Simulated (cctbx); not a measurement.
# X-rays or neutrons for the lightest atoms?

Cell a = 6.2890 Å, b = 4.9940 Å, c = 9.4580 Å, α = 90.00°, β = 90.00°, γ = 90.00°; space group Pnma (no. 62); content Er4 Tb4 Cr4 C4 B4. The heavier atoms are placed; B is still missing.

Simulated single-crystal data (cctbx): Mo Kα, λ = 0.71073 Å, to d = 0.75 Å, 80 % of the full sphere, strongest reflection 20000 counts, noise from counting, a 4 % proportional error and a noise floor of 15 counts (s.d.); no absorption.

Refinement without B (map in e/Å³):

```text
Rint 0.039, 409 unique reflections to 0.75 A
cycle     R1     wR2    GooF  max shift (A)
   1  0.1845  0.3670  11.912   0.03880
   2  0.0300  0.0654   2.124   0.00010
final R1 0.0300 wR2 0.0654 GooF 2.124  parameters 12  data/parameter 34.1
atom        x        y        z      Ueq    occ   su(xyz)  su(Uiso or U11)
Er1    0.67528  0.25000  0.43965   0.0022  1.000  0.00010  0.0002
Tb1    0.02938  0.25000  0.71676   0.0018  1.000  0.00011  0.0002
Cr1    0.22329  0.25000  0.36460   0.0027  1.000  0.00037  0.0004
C1     0.81881  0.25000  0.95452   0.0085  1.000  0.00272  0.0028
difference map: max 11.63 min -2.54 rms 0.67
Q1    0.0505  0.7500  0.7385    4   12.19  1.86 A from Cr1
Q2    0.2348  0.2500  0.0946    4    3.02  0.49 A from Er1
Q3    0.1131  0.2500  0.0206    4    2.21  0.54 A from Er1
Q4    0.2419  0.2500  0.2571    4    1.99  1.02 A from Cr1
Q5    0.2166  0.2500  0.6232    4    1.88  0.98 A from C1
Q6    0.2046  0.7500  0.4003    4    1.82  1.69 A from Er1
Q7    0.2007  0.2500  0.4530    4    1.75  0.85 A from Cr1
Q8    0.0365  0.7500  0.2742    4    1.74  0.42 A from Tb1
```

The data are simulated with cctbx, not measured: neutrons of λ = 0.95 Å, to d = 0.7 Å, 80 % of the full sphere, strongest reflection 5000 counts, noise from counting, a 4 % proportional error and a noise floor of 15 counts (s.d.); no absorption.

Refinement without B (map in fm/Å³; only maxima are listed):

```text
Rint 0.071, 501 unique reflections to 0.70 A
cycle     R1     wR2    GooF  max shift (A)
   1  0.3671  0.6506  13.180   0.04951
   4  0.3018  0.5443  11.026   0.00014
final R1 0.3017 wR2 0.5443 GooF 11.026  parameters 12  data/parameter 41.8
atom        x        y        z      Ueq    occ   su(xyz)  su(Uiso or U11)
Er1    0.67601  0.25000  0.44212   0.0008  1.000  0.00115  0.0017
Tb1    0.03284  0.25000  0.72135   0.0010  1.000  0.00128  0.0016
Cr1    0.22659  0.25000  0.36154   0.0068  1.000  0.00296  0.0032
C1     0.82255  0.25000  0.94983   0.0088  1.000  0.00168  0.0021
difference map: max 33.19 min -9.24 rms 1.90
Q1    0.0502  0.7500  0.7310    4   36.87  1.87 A from Cr1
Q2    0.0477  0.2500  0.7390    4   14.70  0.19 A from Tb1
Q3    0.1882  0.7500  0.3980    4   13.70  1.74 A from Er1
Q4    0.2112  0.7500  0.1074    4   10.99  0.58 A from C1
Q5    0.1769  0.2500  0.0525    4    7.34  0.05 A from Er1
Q6    0.0606  0.7500  0.1389    4    6.66  1.12 A from C1
Q7    0.0245  0.7500  0.8286    4    6.48  1.60 A from Cr1
Q8    0.2126  0.2500  0.3528    4    6.42  0.12 A from Cr1
```

**Question.** Where is B, and which data fix it better?

B sits at (0.4475, 1/4, 0.2380). Adding it takes R1 from 0.030 to 0.016 with X-rays and from 0.302 to 0.036 with neutrons. Its largest coordinate s.u. is 0.00141 with X-rays and 0.00022 with neutrons, so neutrons fix it better in these data. In the X-ray map Q1 marks it. In the neutron map Q1 marks it.

Final neutron refinement:

```text
Rint 0.071, 501 unique reflections to 0.70 A
cycle     R1     wR2    GooF  max shift (A)
   1  0.1976  0.3755   7.630   0.03656
   2  0.0358  0.0694   1.410   0.00000
final R1 0.0358 wR2 0.0694 GooF 1.410  parameters 15  data/parameter 33.4
atom        x        y        z      Ueq    occ   su(xyz)  su(Uiso or U11)
Er1    0.67516  0.25000  0.43964   0.0021  1.000  0.00014  0.0002
Tb1    0.02953  0.25000  0.71688   0.0019  1.000  0.00014  0.0002
Cr1    0.22338  0.25000  0.36517   0.0028  1.000  0.00028  0.0003
C1     0.82064  0.25000  0.95362   0.0098  1.000  0.00020  0.0003
B1     0.44741  0.25000  0.23780   0.0074  1.000  0.00022  0.0003
difference map: max 2.54 min -1.69 rms 0.28
Q1    0.1799  0.6581  0.0467    8    2.78  0.46 A from C1
Q2    0.0428  0.7500  0.0010    4    1.30  0.96 A from C1
Q3    0.0298  0.6493  0.7339    8    0.94  0.52 A from B1
Q4    0.1705  0.2500  0.5566    4    0.92  0.95 A from C1
Q5    0.1472  0.2500  0.4000    4    0.91  0.58 A from Cr1
Q6    0.0640  0.2500  0.3253    4    0.91  0.95 A from B1
```

The model is made up (kin elements in a known structure type, no relaxation), so it says nothing on whether the phase exists.

[Middle refinement cycles are left out of these outputs.]

[Logs are printed without paths, hosts, clocks, repeated set-up lines and the standing remarks that a program may print on its own settings, such as how far it seeks lower states.]
